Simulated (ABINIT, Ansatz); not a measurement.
# SnH2 (Fm-3m): zone-centre phonons, part 3 of 3

Aim: the zone-centre modes of SnH2 (Fm-3m).

ABINIT 10.8.3; DFT LDA, scalar-relativistic, plane waves, HGH norm-conserving pseudopotentials.

So far, highest optical zone-centre mode (no LO-TO term) (cm⁻¹): step 5 (modes with the sum rule) 640; step 6 (ASR 0, chneut 0) 640.

The structure was built from a prototype and need not be the compound's stable phase.

## (7) The same in Ansatz

The same cell goes through another code, with its own cutoff. The potentials differ.

This step: DFT LDA, scalar-relativistic, plane waves, PseudoDojo norm-conserving pseudopotentials (Ansatz 0.2.0).

input.yaml

```yaml
crystal:
  lattice:
    - [-2.6169213015, 0.0, 2.6169213015]
    - [0.0, 2.6169213015, 2.6169213015]
    - [-2.6169213015, 2.6169213015, 0.0]
  atoms:
    - { symbol: Sn, position: [0.0, 0.0, 0.0] }
    - { symbol: H, position: [0.75, 0.75, 0.75] }
    - { symbol: H, position: [0.25, 0.25, 0.25] }
kpoints:
  mp_grid: { grid: [12, 12, 12] }
hamiltonian:
  xc: lda
  pseudopotentials: { kind: nc, accuracy: standard }
scf:
  occupations: { method: methfessel_paxton, width: 0.27211 }
output:
  eigenvalues: true
phonons:
  method: dfpt
```

Started as:

```sh
$ ansatz run input.yaml --threads 2 --pin off --max-ram 4096MiB --backend cpu --events-out ev --progress --plain --runs-dir out
```

Log:

```text
zone centre: on kpoints.mp_grid the ground state, and the responses unless they are solved on pairs of k-points, stand on 163 of the mesh's 1728 k-points, reduced under 8 symmetry operations, with k and −k counted as one. Each operation leaves every solved displacement unchanged or reverses it
Engine: ansatz 0.2.0, aarch64-unknown-linux-gnu
Pseudopotentials: kind: nc
Pseudopotential: Sn, nc, valence charge 14, recommended cutoff 979.609905 eV (normal), Sn.nc.azcp (PseudoDojo's, or run here from an input of PseudoDojo's; its table is named by hamiltonian.pseudopotentials.accuracy)
Pseudopotential: H, nc, valence charge 1, recommended cutoff 1006.821291 eV (normal), H.nc.azcp (PseudoDojo's, or run here from an input of PseudoDojo's; its table is named by hamiltonian.pseudopotentials.accuracy)
Functional definition: SPW92
  exchange = slater_x
  correlation = pw_c
Crystal: 3 atoms, lattice volume = 35.843 Å³
Basis set: ecut = 1006.821291 eV, 2637 PW (Γ), exchange–correlation on 80×80×80 points (8 copies of the dense FFT grid, shifted against one another)
Bands: 12, of which v1, the nominal top of the filled ones, is band 8 counted from 1 (7 counted from 0)
Symmetry: 48 space group operations
k-points: 163 of 1728 (irreducible under 8 space group operations, time reversal used)
Non-local potential: Sn, projectors of the file, l = 0: 2, l = 1: 2, l = 2: 2
Non-local potential: H, projectors of the file, l = 0: 2, l = 1: 1
Initial density: superposition of atomic densities (chi_scale 0.1, normalization cell, long waves kept (reshape's long-wave potential 0.00 eV rms))
Initial wavefunctions: pseudopotential atomic-orbital guess
Functional: x = slater, c = lda
SCF iter   1: F=—  HF=-2168.463052 eV  |F-HF|=—  |Δ(HF+E_count)|=         —  Δρ=5.05e-2  dr2=1.01e0  ethr=3.10e-3  ⟨swp⟩=5.1  Hψ=10942  notcnv=0
preconditioner: auto → none  [metal: Δε(μ)=0.060 eV  Ē_g=19.789 eV  σ=0.272 eV  W_gap=0.19  n_scr=8 (ndim 8)  ℏωp=24.8 eV  f_vac=0.000  D(μ)=0.77/eV (n_scr^D=0)  sad-step TF]
SCF iter   2: F=—  HF=-2168.203924 eV  |F-HF|=—  |Δ(HF+E_count)|=   2.59e-1  S|Δr|=    0.00e0  Δρ=2.66e-2  dr2=3.18e-1  ethr=3.10e-3  ⟨swp⟩=1.2  Hψ=3294  notcnv=0
SCF iter   3: F=—  HF=-2168.091706 eV  |F-HF|=—  |Δ(HF+E_count)|=   1.12e-1  S|Δr|=    0.00e0  Δρ=3.28e-3  dr2=1.63e-3  ethr=1.99e-3  ⟨swp⟩=2.0  Hψ=2817  notcnv=0
SCF iter   4: F=—  HF=-2168.092368 eV  |F-HF|=—  |Δ(HF+E_count)|=   6.62e-4  S|Δr|=    0.00e0  Δρ=7.91e-4  dr2=1.24e-4  ethr=1.02e-5  ⟨swp⟩=2.9  Hψ=4007  notcnv=0
SCF iter   5: F=—  HF=-2168.092321 eV  |F-HF|=—  |Δ(HF+E_count)|=   4.71e-5  S|Δr|=    0.00e0  Δρ=2.15e-4  dr2=1.08e-5  ethr=7.75e-7  ⟨swp⟩=2.0  Hψ=2760  notcnv=0
SCF iter   6: F=—  HF=-2168.092319 eV  |F-HF|=—  |Δ(HF+E_count)|=   2.20e-6  S|Δr|=    0.00e0  Δρ=1.73e-5  dr2=3.76e-8  ethr=6.76e-8  ⟨swp⟩=2.3  Hψ=3257  notcnv=0
SCF iter   7: F=—  HF=-2168.092316 eV  |F-HF|=—  |Δ(HF+E_count)|=   2.67e-6  S|Δr|=    0.00e0  Δρ=1.95e-6  dr2=5.76e-10  ethr=2.35e-10  ⟨swp⟩=3.0  Hψ=3653  notcnv=0  defer=9
SCF iter   8: F=—  HF=-2168.092316 eV  |F-HF|=—  |Δ(HF+E_count)|=  1.36e-12  S|Δr|=    0.00e0  Δρ=3.10e-7  dr2=2.29e-11  ethr=3.60e-12  ⟨swp⟩=2.3  Hψ=2860  notcnv=0  defer=9
SCF iter   9: F=-2168.092316 eV  HF=-2168.092316 eV  |F-HF|=4.55e-13  |Δ(HF+E_count)|=  8.64e-12  S|Δr|=    0.00e0  Δρ=2.01e-8  dr2=1.44e-13  ethr=1.00e-12  ⟨swp⟩=7.3  Hψ=10353  notcnv=0
SCF 1 converged in 9 iterations: F = -2168.092316 eV  dr2 = 1.44e-13
DFPT response loops at Γ: preconditioner auto → Kerker (q_TF=auto, 2.385 Å⁻¹) (partly filled bands, converged f_vac=0.000); β = 1.00, the filter's whole step (`scf.mixing.beta` (0.50) is not read by the response loops under this deck's `scf.mixing.preconditioner`; to damp them name `kerker` or `kerker_dos`, under which they read `scf.mixing.beta`, and type it under 1.00, their step now; both keys bind the ground state too); Broyden in place of MSR1
SCF converged after 9 iterations
Stability not checked: this state was not tested for a lower state beside it, because cold or Methfessel-Paxton smearing, or corrected tetrahedra, fill the levels in a way that the test cannot read (fill_not_monotonic; see scf.lower_state_search)
Free energy (F): -2168.092316 eV
Harris-Foulkes:  -2168.092316 eV  (|F-HF|=4.55e-13)
Internal energy: -2168.087579 eV  (E = F + TS)
E sigma→0 (E₀):  -2168.091132 eV
Entropy (-TS):   -0.004738 eV (-1.579 meV/atom)
Fermi energy:    8.724759 eV
--- Per-component energies (eV) ---
  E_band       = -109.171197
  E_kinetic    = 1303.167738
  E_local      = -1440.889992  (includes V_loc(G=0)·N_el)
  E_nonlocal   = -610.123947
  E_hartree    = 501.944300
  E_xc         = -608.611051
  E_vxc        = -365.213610  (∫ρ·V_xc dr)
  E_ewald      = -1313.574627
  E_smearing   = -0.004738  (= −TS)
  E_closure    = -0.000000  (closes the sum)
  Σ components = -2168.092316   (vs F -2168.092316, Δ=0.00e0)
--- Band table (eV; the first three rows and the last of 163) ---
  k-point 0: bands = [... 4 lower, -12.9690, -3.3029, 7.9238, 13.3288, 13.3288, 13.3288, 14.4193, 16.8449]
  k-point 1: bands = [... 4 lower, -12.9690, -3.1898, 7.7762, 11.9489, 13.1376, 13.1376, 14.7932, 17.1414]
  k-point 2: bands = [... 4 lower, -12.9672, -2.8503, 7.1520, 10.4382, 12.7264, 12.7264, 14.5337, 17.6579]
  k-point 162: bands = [... 4 lower, -12.9292, 1.7005, 2.3754, 6.1578, 9.0023, 9.0023, 12.5325, 18.8796]
--- Phonons (Γ-DFPT): 2 representative perturbations + reference, on 163 of 1728 k-points (Σ response iterations 6) ---
  k mesh reduced under 8 symmetry operations, with k and −k counted as one. Each operation leaves every solved displacement unchanged or reverses it
  ASR residual: 2.964e-5 → 0.000e0 eV/Å²; symmetrization residual: 1.480e-6 eV/Å²
  ASR residual per site (eV/Å²): 2.96e-5 6.33e-6 6.33e-6
  Γ frequencies (cm⁻¹): -261.03 -261.03 -261.03 0.00 0.00 0.00 653.70 653.70 653.70
  non-analytic LO–TO correction: not included (Born effective charges unavailable; polar crystals: no LO–TO splitting at Γ)
```

It took 50 s on 2 threads of Arm Neoverse N1, shared host; peak memory 0.76 GiB; 99 s of CPU time.

Read from the output:

* sum-rule residual before enforcement: 2.96e-5 eV/Å²
* highest optical zone-centre mode (no LO-TO term): 653.7 cm⁻¹
* lowest optical zone-centre mode: -261.0 cm⁻¹

## (8) The two compared: ABINIT HGH and Ansatz, PseudoDojo

Worked out from the results:

| Quantity | Value |
| --- | --- |
| root-mean-square difference | 41.4 cm⁻¹ |
| largest difference | 56.9 cm⁻¹ |

Optical modes, paired by symmetry label. Frequencies side by side, by row:

| q (reciprocal lattice) | mode | ABINIT HGH (cm⁻¹) | Ansatz, PseudoDojo (cm⁻¹) |
| --- | --- | --- | --- |
| 0 0 0 | 1 | -317.9 | -261 |
| 0 0 0 | 2 | -317.9 | -261 |
| 0 0 0 | 3 | -317.9 | -261 |
| 0 0 0 | 7 | 639.9 | 653.7 |
| 0 0 0 | 8 | 639.9 | 653.7 |
| 0 0 0 | 9 | 639.9 | 653.7 |

At the zone centre the largest difference (acoustic modes at Γ apart) is 9 % of the highest mode, but 18 % of the mode at 318i cm⁻¹ on which it sits.

## (9) What came out

| Quantity | Value |
| --- | --- |
| space group after relaxation | Fm-3m |
| volume per atom | 11.9 Å³ |
| highest optical zone-centre mode (no LO-TO term) | 639.9 cm⁻¹ |
| lowest optical zone-centre mode | -317.9 cm⁻¹ |
| imaginary optical modes at the zone centre (no q mesh in this session) | yes |
| largest difference from Ansatz, PseudoDojo | 56.9 cm⁻¹ |

What this shows: At the LDA level the optical modes of SnH2 (Fm-3m) at the zone centre run from 318i to 640 cm⁻¹, so the structure is a saddle point, with 3 modes beyond 10i cm⁻¹ there. On other potentials, and in a cell that was not relaxed for them, the second run differs strongly on some modes. The base run is for a cell under -0.35 GPa; after a relaxation such a stress comes from settings that changed since (cutoff, k mesh or smearing). ABINIT HGH and Ansatz, PseudoDojo differ by 41.4 cm⁻¹ in the root mean square and by 56.9 cm⁻¹ at most, 8.9 % of the highest mode compared (acoustic modes at Γ left out); the two use different potentials, and the cell was not relaxed for the second set. These are harmonic frequencies at zero temperature: anharmonic shifts and linewidths and thermal expansion are left out. The HGH files keep few electrons and have no core correction, which is cheap but rough for Sn. In a metal the frequencies hang on the k mesh and the smearing, most of all near Kohn anomalies. The structure is a hypothetical one, built on a prototype.

[Host names and launcher messages were left out of these logs when they were recorded.]

[Logs are printed without paths, hosts, clocks, repeated set-up lines and the standing remarks that a program may print on its own settings, such as how far it seeks lower states.]

[Hosts, paths, dates, database ids (printed as entryN), source tags and the programs' standing remarks are cut or masked in the printed files.]
